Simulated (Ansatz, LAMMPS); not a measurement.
## Molecular dynamics of glassy 32SiO2-46B2O3-11MgO-11CaO (mol %) (137 atoms)

Wanted: a short trajectory of glassy 32SiO2-46B2O3-11MgO-11CaO (mol %) (137 atoms) with its pair distributions.

Calculated with Ansatz 0.2.0; Kohn-Sham DFT, revPBE, PAW (set soft_2), plane waves.

## Step 1: Set-up

The cell holds 137 atoms: 12 Si, 34 B, 4 Mg, 4 Ca and 83 O. Its edges and angles: a = 11.515 Å, b = 11.515 Å, c = 11.515 Å, α = 90.0°, β = 90.0°, γ = 90.0°. 137 atoms (12 Si, 34 B, 4 Mg, 4 Ca, 83 O) placed at random at 2.18 g/cm³, melted at 3000 K for 20 ps at fixed volume with the Buckingham and Coulomb pair potential of Guillot and Sator (Geochim. Cosmochim. Acta 71, 1249 (2007)) with the boron terms of Wang et al. (J. Non-Cryst. Solids 498, 294 (2018)). Quenched from 3000 K to 300 K at 300 K/ps and fixed volume, held 10 ps at zero pressure.

Before any run, some limits are plain. The quench rate of 300 K/ps is many orders above laboratory rates, so the cell is likely richer in defects and strain than a real sample. The network of bonds at the start is that of the classical potential that made the cell. Sampling is at Γ alone, for a cell whose shortest periodic width is 12 Å.

## Step 2: Single point at the start

The forces at the start show how far the geometry lies from a minimum of this functional.

Input file input.yaml:

```yaml
crystal:
  lattice:
    - [11.51485, 0.0, 0.0]
    - [0.0, 11.51485, 0.0]
    - [0.0, 0.0, 11.51485]
  atoms:
    - { symbol: Si, position: [0.08603, 0.72339, 0.70886] }
    - { symbol: Si, position: [0.49563, 0.88716, 0.87874] }
    - { symbol: Si, position: [0.55549, 0.32405, 0.82119] }
    - { symbol: Si, position: [0.24921, 0.33676, 0.30307] }
    [... 127 atom lines left out ...]
    - { symbol: O, position: [0.1492, 0.62961, 0.11901] }
    - { symbol: O, position: [0.37105, 0.89768, 0.79997] }
    - { symbol: O, position: [0.49021, 0.84346, 0.01697] }
    - { symbol: O, position: [0.33751, 0.69395, 0.9575] }
    - { symbol: O, position: [0.92212, 0.92343, 0.79441] }
    - { symbol: O, position: [0.95807, 0.71794, 0.77673] }
kpoints:
  mp_grid: { grid: [1, 1, 1] }
hamiltonian:
  xc: revpbe
scf:
  occupations: { method: fixed }
output:
  forces: true
```

The run is started by

```
$ ansatz run input.yaml --threads 4 --pin off --max-ram 8192MiB --backend cpu --events-out ev --progress --plain --runs-dir out
```

The job ended after 17 s (4 threads of Arm Neoverse V2, shared host; peak memory 2.1 GiB; 64 s of CPU time).

The run gave:

| Quantity | Value |
| --- | --- |
| free energy | -75290.9236 eV |
| free energy per atom | -549.5688 eV/atom |
| SCF cycles | 10 |
| r.m.s. force component | 1.174 eV/Å |
| longest force | 4.631 eV/Å |
| Fermi energy | 4.964 eV |

The r.m.s. force component of 1.2 eV/Å sets the starting point.

Length of the force by element:

```tsv
element	coordination	atoms	mean length of the force (eV/Å)	spread	least	most
B	all	34	2.43	0.880	0.511	4.63
Ca	all	4	0.895	0.363	0.409	1.43
Mg	all	4	1.18	0.371	0.778	1.62
O	all	83	1.62	0.687	0.369	3.71
Si	all	12	2.25	0.972	0.608	3.85
```

## Step 3: Dynamics started at 400 K

A Nosé–Hoover thermostat steers the temperature while disturbing the dynamics little. The time step is 1.0 fs.

Edit input.yaml of step 2 so:

```diff
@@ -15 +15,8 @@
   forces: true
+md:
+  timestep: 1.0
+  n_steps: 158
+  ensemble: nvt_nose_hoover
+  temperature: 400
+  initial_velocities: maxwell_boltzmann
+  seed: 9063
```

It took 28 min on 4 threads; peak memory 2.2 GiB.

The program notes that it switched symmetry off.

The trajectory, sampled:

```tsv
time (fs)	T (K)	potential (meV/atom)	conserved (meV/atom)
0.0	400	0.0	0.00
11.0	498	-12.7	-0.05
21.0	495	-12.7	-0.05
32.0	546	-20.1	-0.07
42.0	560	-23.3	-0.08
53.0	540	-22.8	-0.11
63.0	569	-28.8	-0.14
74.0	492	-21.1	-0.09
84.0	538	-29.0	-0.13
95.0	506	-26.7	-0.11
105.0	528	-30.9	-0.10
116.0	520	-31.6	-0.09
126.0	542	-36.1	-0.11
137.0	540	-37.9	-0.11
147.0	501	-34.7	-0.10
158.0	509	-38.0	-0.13
```

Mean square displacement from the first frame to the last: Si 0.12 Å², B 0.15 Å², Mg 0.34 Å², Ca 0.21 Å², O 0.23 Å².

Mean square displacement against time lag:

```tsv
time lag (fs)	B (Å²)	Ca (Å²)	Mg (Å²)	O (Å²)	Si (Å²)
1.0	1.2e-4	2.3e-5	7.8e-5	8.1e-5	4.2e-5
4.0	0.00188	3.6e-4	0.00125	0.00128	6.6e-4
7.0	0.00535	0.00111	0.00381	0.00381	0.00195
14.0	0.0156	0.00431	0.0148	0.0134	0.00668
17.0	0.0193	0.00626	0.0214	0.0184	0.00901
20.0	0.0224	0.00853	0.0288	0.0237	0.0113
23.0	0.0250	0.0111	0.0369	0.0292	0.0135
27.0	0.0281	0.0149	0.0484	0.0367	0.0164
33.0	0.0325	0.0214	0.0659	0.0483	0.0205
36.0	0.0346	0.0249	0.0745	0.0542	0.0226
40.0	0.0373	0.0298	0.0851	0.0621	0.0256
43.0	0.0395	0.0336	0.0925	0.0679	0.0278
46.0	0.0420	0.0375	0.0992	0.0737	0.0301
53.0	0.0509	0.0469	0.113	0.0873	0.0348
56.0	0.0558	0.0510	0.118	0.0931	0.0366
59.0	0.0609	0.0551	0.122	0.0989	0.0382
62.0	0.0660	0.0592	0.126	0.105	0.0398
66.0	0.0724	0.0648	0.131	0.112	0.0417
72.0	0.0807	0.0731	0.137	0.123	0.0449
75.0	0.0843	0.0773	0.140	0.129	0.0467
79.0	0.0884	0.0829	0.144	0.136	0.0495
```

Over the second half of 158 fs the temperature averages 527 K with swings of 23 K r.m.s. The conserved energy stays within 0.15 meV/atom. From first frame to last Mg has the largest mean square displacement, 0.34 Å² at the end; the farthest move is 1.09 Å. The mean temperature of 527 K lies well off the 400 K of the input, so the thermostat hasn't yet brought the run to equilibrium. The count of bonds goes from 213 in the first frame to 210 in the last, by one set of cutoffs: 8 pairs passed out of them and 5 came within. The run spans 0.16 ps, too short for its means to be equilibrium values.

## Step 4: Distances and neighbours late in the run

The g(r) is a mean over the second half; what follows it is taken at the last frame.

Bonds before and after, by the cutoffs listed below:

```tsv
pair	bonds before	bonds after	mean before (Å)	mean after (Å)	spread before (Å)	spread after (Å)
O-B	113	112	1.428	1.428	0.050	0.075
O-Si	48	48	1.629	1.643	0.032	0.046
O-Ca	27	25	2.578	2.496	0.170	0.228
O-Mg	25	25	2.250	2.208	0.210	0.202
```

Density 2.49 g/cm³, 11.14 Å³ an atom.

Mean of 15 frames. g(r), total and by pair (bins of 0.2 Å):

```tsv
r (Å)	total	O-O	O-B	O-Si	O-Ca	O-Mg	B-B
1.20	0.06	0.00	0.19	0.00	0.00	0.00	0.00
1.40	3.04	0.00	10.12	0.00	0.00	0.00	0.00
1.60	1.54	0.00	1.61	9.93	0.00	0.00	0.00
1.80	0.13	0.00	0.06	0.94	0.00	0.42	0.00
2.00	0.13	0.00	0.02	0.00	0.09	3.38	0.00
2.20	0.33	0.40	0.04	0.02	1.37	3.44	0.00
2.40	1.44	3.25	0.01	0.02	2.88	1.74	0.88
2.60	1.09	1.82	0.06	0.15	1.70	0.49	3.21
2.80	0.88	1.10	0.32	0.15	1.20	0.34	1.25
3.00	0.77	0.73	0.77	0.50	0.57	0.58	0.22
3.20	0.86	0.65	1.23	0.76	0.80	0.44	0.20
3.40	1.06	0.80	1.42	1.40	1.08	0.82	0.32
3.60	1.16	0.75	1.73	1.56	0.99	1.01	0.83
3.80	1.10	0.78	1.48	1.52	0.52	1.55	1.01
4.00	1.11	0.91	1.32	1.40	0.67	1.54	1.14
4.20	0.96	1.04	0.83	0.92	0.79	1.06	1.27
4.40	1.03	1.13	0.76	0.93	1.57	1.04	1.48
4.60	1.07	1.35	0.75	0.86	1.25	0.75	1.51
4.80	1.08	1.29	0.88	0.93	1.22	0.86	1.31
5.00	1.03	1.08	0.96	0.84	1.32	0.97	1.21
5.20	0.94	0.90	1.03	0.82	0.88	0.88	0.89
5.40	0.94	0.85	1.15	0.87	0.73	0.85	0.73
5.60	0.95	0.87	1.12	1.13	0.68	0.75	0.59
```

Bonds by pair of elements; cutoffs follow the first minimum of g(r), held within bounds set by covalent radii, and pairs that aren't listed don't count as bonded:

```tsv
pair A-B	cutoff (Å)	bonds	mean length (Å)	spread (Å)	shortest (Å)	B about A	A about B
O-B	1.83	112	1.43	0.075	1.31	1.35	3.29
O-Si	2.08	48	1.64	0.046	1.54	0.578	4
O-Ca	2.98	25	2.50	0.228	2.12	0.301	6.25
O-Mg	2.73	25	2.21	0.202	1.83	0.301	6.25
```

How many atoms have how many bonded neighbours:

```tsv
element	mean	2	3	4	5	6	7	8
B	3.29	0	24	10	0	0	0	0
Ca	6.25	0	0	1	0	1	1	1
Mg	6.25	0	0	0	1	1	2	0
O	2.53	44	34	5	0	0	0	0
Si	4	0	0	12	0	0	0	0
```

Bond angles, per cent of each kind in bins of 5°:

```tsv
angle (°)	O-B-O	O-Si-O	O-Ca-O	O-Mg-O	B-O-Si
45–50	0.0	0.0	2.9	0.0	0.0
50–55	0.0	0.0	2.9	0.0	0.0
55–60	0.0	0.0	8.6	7.5	0.0
60–65	0.0	0.0	1.4	6.0	0.0
65–70	0.0	0.0	0.0	4.5	0.0
70–75	0.0	0.0	7.1	7.5	0.0
75–80	0.0	0.0	2.9	7.5	0.0
80–85	0.0	0.0	8.6	7.5	0.0
85–90	0.0	0.0	7.1	1.5	0.0
90–95	0.8	0.0	2.9	10.4	0.0
95–100	3.0	6.9	7.1	6.0	0.0
100–105	6.8	16.7	7.1	4.5	0.0
105–110	15.9	31.9	2.9	3.0	5.4
110–115	23.5	27.8	1.4	0.0	0.0
115–120	22.7	9.7	8.6	3.0	13.5
120–125	15.9	6.9	1.4	4.5	10.8
125–130	9.1	0.0	4.3	6.0	13.5
130–135	1.5	0.0	8.6	3.0	13.5
135–140	0.0	0.0	2.9	4.5	13.5
140–145	0.8	0.0	4.3	0.0	8.1
145–150	0.0	0.0	0.0	9.0	5.4
150–155	0.0	0.0	4.3	3.0	8.1
155–160	0.0	0.0	1.4	1.5	8.1
160–165	0.0	0.0	1.4	0.0	0.0
```

Bond angles (no mean is given where the spread exceeds 20°):

```tsv
angle	count	mean (°)	spread (°)
O-B-O	132	115	8.6
O-Si-O	72	109	6.3
O-Ca-O	70	-	-
O-Mg-O	67	-	-
B-O-Si	37	133	13.7
```

Oxygen atoms by the number of network formers (Si, P, Ge, B, Al, As, Ga) bound to them:

```tsv
network formers bound to O	O atoms	per cent
0	0	0
1	6	7.2
2	77	92.8
```

Network units: each former by its oxygen neighbours and how many of them bridge to another former:

```tsv
former	O neighbours	bridging O	atoms
Si	4	3	1
Si	4	4	11
B	3	2	4
B	3	3	20
B	4	3	1
B	4	4	9
```

Bond length by coordination (bonds to H left out):

```tsv
element	coordination	atoms	mean bond length (Å)
B	3	24	1.39
B	4	10	1.50
Ca	4	1	2.40
Ca	6	1	2.50
Ca	7	1	2.45
Ca	8	1	2.59
Mg	5	1	2.07
Mg	6	1	2.27
Mg	7	2	2.23
O	2	44	1.49
O	3	34	1.82
O	4	5	1.98
```

Rings of the network by King's shortest-path rule, up to 12 atoms, one path for each pair of neighbours; H, halogens, alkali and alkaline-earth atoms are left out, and the last column divides by all other atoms, bonded or not:

```tsv
ring size (atoms)	rings	per network atom
8	2	0.016
10	6	0.047
12	9	0.07
```

For some of the pairs, g(r) has its first main peak near 2.4 Å (O-O), 1.4 Å (O-B), 1.6 Å (O-Si), 2.4 Å (O-Ca), 2.1 Å (O-Mg) and 2.6 Å (B-B). By these cutoffs 71 % of B atoms have 3, 50 % of Mg atoms have 7 and 53 % of O atoms have 2 bonded neighbours. The O-B-O angle averages 115° with a spread of 9°. 93 % of the oxygens bridge two formers (Si and B) and 7 % are non-bridging. The commonest B unit has 3 oxygens, 3 of them shared with other formers (20 of 34 atoms). Rings of 12 atoms are the most common (53 % of those counted); sizes run from 8 to 12, where the search stops.

## Step 5: Single point at the last frame

The last frame is solved once more, with the analyses that the dynamics left out.

Input file input.yaml:

```yaml
crystal:
  lattice:
    - [11.51485, 0.0, 0.0]
    - [0.0, 11.51485, 0.0]
    - [0.0, 0.0, 11.51485]
  atoms:
    - { symbol: Si, position: [0.08443, 0.72965, 0.70853] }
    - { symbol: Si, position: [0.52977, 0.88185, 0.86227] }
    - { symbol: Si, position: [0.5489, 0.30385, 0.81692] }
    - { symbol: Si, position: [0.24678, 0.35162, 0.30683] }
    [... 127 atom lines left out ...]
    - { symbol: O, position: [0.15029, 0.63219, 0.11769] }
    - { symbol: O, position: [0.41301, 0.8869, 0.78825] }
    - { symbol: O, position: [0.52446, 0.81143, 0.98848] }
    - { symbol: O, position: [0.32588, 0.70864, 0.92808] }
    - { symbol: O, position: [0.91923, 0.95027, 0.78502] }
    - { symbol: O, position: [0.97342, 0.74976, 0.79615] }
kpoints:
  mp_grid: { grid: [1, 1, 1] }
hamiltonian:
  xc: revpbe
scf:
  occupations: { method: fixed }
output:
  forces: true
  stress: true
  populations: true
  dos:
    method: { smearing: { sigma: 0.15 } }
    de: 0.1
    projected: { site_lists: { B: [B], Ca: [Ca], Mg: [Mg], O: [O], Si: [Si] } }
  eigenvalues: true
  write_density: true
  write_potential: true
  volumetric_format: npy
```

Elapsed: 32 s, on 4 threads; peak memory 2.3 GiB.

Numbers from this run:

| Quantity | Value |
| --- | --- |
| free energy | -75296.1284 eV |
| free energy per atom | -549.6068 eV/atom |
| SCF cycles | 10 |
| pressure | 2.594 GPa |
| r.m.s. force component | 0.9856 eV/Å |
| longest force | 3.9 eV/Å |
| Fermi energy | 4.009 eV |
| gap (highest filled to lowest empty level) | 4.4 eV |
| spilling of the projection | 0.01038 |

Neighbours are counted within 1.83 Å (O-B), 2.08 Å (O-Si), 2.98 Å (O-Ca), 2.73 Å (O-Mg), the cutoffs taken from the dynamics.

Length of the force by element and coordination:

```tsv
element	coordination	atoms	mean length of the force (eV/Å)	spread	least	most
B	all	34	1.86	0.853	0.396	3.90
B	3	24	2.10	0.830	0.396	3.90
B	4	10	1.29	0.602	0.568	2.44
Ca	all	4	0.879	0.572	0.091	1.64
Ca	4	1	0.091	0	0.091	0.091
Ca	6	1	0.664	0	0.664	0.664
Ca	7	1	1.64	0	1.64	1.64
Ca	8	1	1.12	0	1.12	1.12
Mg	all	4	1.08	0.284	0.740	1.48
Mg	5	1	1.48	0	1.48	1.48
Mg	6	1	0.740	0	0.740	0.740
Mg	7	2	1.06	0.153	0.904	1.21
O	all	83	1.34	0.631	0.213	3.10
O	2	44	1.36	0.630	0.390	3.10
O	3	34	1.34	0.638	0.213	2.91
O	4	5	1.07	0.525	0.361	1.94
Si	all	12	2.17	0.916	0.975	3.73
```

Löwdin charges by element and coordination (they lack the spilled electrons, 0.055 e an atom on average):

```tsv
element	coordination	atoms	mean charge (e)	spread	least	most
B	all	34	0.628	0.0464	0.517	0.701
B	3	24	0.646	0.0394	0.544	0.701
B	4	10	0.584	0.0306	0.517	0.616
Ca	all	4	1.80	0.0054	1.79	1.81
Ca	4	1	1.80	0	1.80	1.80
Ca	6	1	1.79	0	1.79	1.79
Ca	7	1	1.80	0	1.80	1.80
Ca	8	1	1.81	0	1.81	1.81
Mg	all	4	1.67	0.013	1.66	1.69
Mg	5	1	1.67	0	1.67	1.67
Mg	6	1	1.69	0	1.69	1.69
Mg	7	2	1.67	0.0087	1.66	1.67
O	all	83	-0.587	0.140	-0.968	-0.349
O	2	44	-0.543	0.126	-0.944	-0.349
O	3	34	-0.631	0.140	-0.968	-0.423
O	4	5	-0.676	0.115	-0.851	-0.536
Si	all	12	1.75	0.0225	1.69	1.78
```

States in the cell by windows of 1 eV, zero at the Fermi level; the larger projections on atomic orbitals stand beside the total:

```tsv
from (eV)	to (eV)	total	O p	B p
-14	-11	0.0	0.0	0.0
-11	-10	6.1	4.3	0.4
-10	-9	21.9	15.3	1.4
-9	-8	27.6	19.1	3.1
-8	-7	34.1	23.8	5.3
-7	-6	44.2	31.4	7.6
-6	-5	38.7	28.3	6.4
-5	-4	54.6	42.8	6.4
-4	-3	65.0	55.7	3.9
-3	-2	83.5	76.6	2.4
-2	-1	82.6	78.3	1.3
-1	0	38.4	36.9	0.4
0	1	1.2	1.2	0.0
1	4	0.0	0.0	0.0
4	5	5.1	0.5	1.8
```

With fixed occupations the program's Fermi level is the highest filled level; weight inside the gap is the broadening of levels at its edges.

Between -26 and -14 eV lie 190 more states.

The stored curve holds about 688 of the 728 electrons; the rest, give or take the few that broadening carries across the Fermi level, lie in deeper levels below its range.

The levels nearest the highest filled one (over half full), pooled over k-points and spins:

```tsv
level less the highest filled one (eV)	occupation
-0.530	2
-0.404	2
-0.305	2
-0.235	2
-0.177	2
0	2
4.40	0
4.45	0
5.05	0
5.10	0
5.14	0
5.28	0
```

Mean Löwdin charges: B +0.63, Ca +1.80, Mg +1.67, O -0.59, Si +1.75 e (they miss 1.0 % of the electrons, so they add up to more than the cell's charge). The largest share in the top eV of filled states is O p (97 % of the projected weight), and in the lowest eV of empty states B p (45 % of the projected weight).

## Step 6: Results

```json
{
 "mean temperature, second half": "526.6 K",
 "temperature swing, second half": "22.85 K",
 "slope of the conserved energy against time, by least squares": "-0.4322 meV/atom/ps",
 "free energy per atom": "-549.6068 eV/atom",
 "pressure": "2.594 GPa",
 "r.m.s. force component": "0.9856 eV/Å",
 "gap (highest filled to lowest empty level)": "4.4 eV",
 "wall time of the 3 DFT runs": "29 min"
}
```

What this shows: Over the second half of 158 fs the temperature averages 527 K with swings of 23 K r.m.s. The conserved energy stays within 0.15 meV/atom. The mean temperature of 527 K lies well off the 400 K of the input, so the thermostat hasn't yet brought the run to equilibrium. The count of bonds goes from 213 in the first frame to 210 in the last, by one set of cutoffs: 8 pairs passed out of them and 5 came within. The run spans 0.16 ps, too short for its means to be equilibrium values. Counting bonds as in the table, 71 % of B atoms have 3, 50 % of Mg atoms have 7 and 53 % of O atoms have 2 bonded neighbours. 93 % of the oxygens bridge two formers (Si and B) and 7 % are non-bridging.

The highest filled and lowest empty levels differ by 4.40 eV (at Γ alone); a semilocal functional tends to put such gaps too low. In a disordered cell it changes from sample to sample, and tail or defect levels can set it.

Caveats: The starting topology of bonds comes from the classical model; in DFT 8 of its 213 bonded pairs passed out of the cutoffs and 5 came within them. The pressure of 2.6 GPa is that of one thermal frame at a volume set beforehand, without the kinetic term.

[Logs are printed without paths, hosts, clocks, repeated set-up lines and the standing remarks that a program may print on its own settings, such as how far it seeks lower states.]

[Hosts, paths, dates, database ids (printed as entryN), source tags and the programs' standing remarks are cut or masked in the printed files.]
